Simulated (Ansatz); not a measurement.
The crystal is K2LiScI6 (double perovskite (elpasolite)) (Fm-3m).

The structure was built from a prototype and need not be the compound's stable phase.

The structure is cubic, space group Fm-3m (No. 225). The conventional cell has a = 11.711 Å, b = 11.711 Å, c = 11.711 Å, α = 90.00°, β = 90.00°, γ = 90.00°. Nearest to K lie 12 I at 4.14 Å. Nearest to Li lie 6 I at 2.97 Å. Nearest to Sc lie 6 I at 2.89 Å. Nearest to I lie 1 Sc at 2.89 Å and 1 Li at 2.97 Å and 4 K at 4.14 Å. It derives from I6K2Li1Sc1. Farther neighbours and most contacts between anions are not listed.

```
K Li Sc I
1.0
     0.00000    5.85538    5.85538
     5.85538    0.00000    5.85538
     5.85538    5.85538    0.00000
K Li Sc I
2 1 1 6
Direct
  0.25000 0.25000 0.25000
  0.75000 0.75000 0.75000
  0.00000 0.00000 0.00000
  0.50000 0.50000 0.50000
  0.25338 0.74662 0.74662
  0.25338 0.74662 0.25338
  0.74662 0.25338 0.74662
  0.74662 0.25338 0.25338
  0.74662 0.74662 0.25338
  0.25338 0.25338 0.74662
```

The structure was relaxed with PBE. The structure type comes from a generator and need not be one that this composition takes. The runs that relaxed it are not among those shown. Spin-orbit coupling is left out unless a run names it. PAW set soft_2, made with PBE.

Gaps computed with Ansatz 0.2.0 without a self-energy: LDA 1.95 eV, PBE 2.07 eV and r2SCAN 2.41 eV.

Q: Estimate the G0W0@PBE gap with 2×2×2 mesh, 1198 empty bands, screening to 120 eV, default PAW files.

About 4.20 eV: on its mesh the run moves the gap from 2.04 eV by +2.16 eV. Among the scalar-relativistic levels given, r2SCAN is nearest (−1.79 eV). Bands and cutoff are finite, so the gap is not at the basis limit. The miss can reach some tenths of an eV and take either sign; the mesh is an error of its own. The 2×2×2 mesh is coarse for this cell (its supercell is 17 Å along the shortest edge). The RPA ε∞ on it, from the PBE start, is 4.29; such meshes misread the long-range screening, most where the gap is narrow. The many-body steps are scalar-relativistic: spin-orbit coupling is not in them.

[Paths, hosts, dates, memory and timing lines, banners, echoed tables and standing remarks are left out of the program output.]

[Logs are printed without paths, hosts, clocks, repeated set-up lines and the standing remarks that a program may print on its own settings, such as how far it seeks lower states.]

[Runs of the session that timed out or met a known fault of the program may be left out.]

[Cells called generated may have been cut or substituted from an entry of the Crystallography Open Database or the Materials Project.]

[Hosts, paths, dates, database ids (printed as entryN), source tags and the programs' standing remarks are cut or masked in the printed files.]
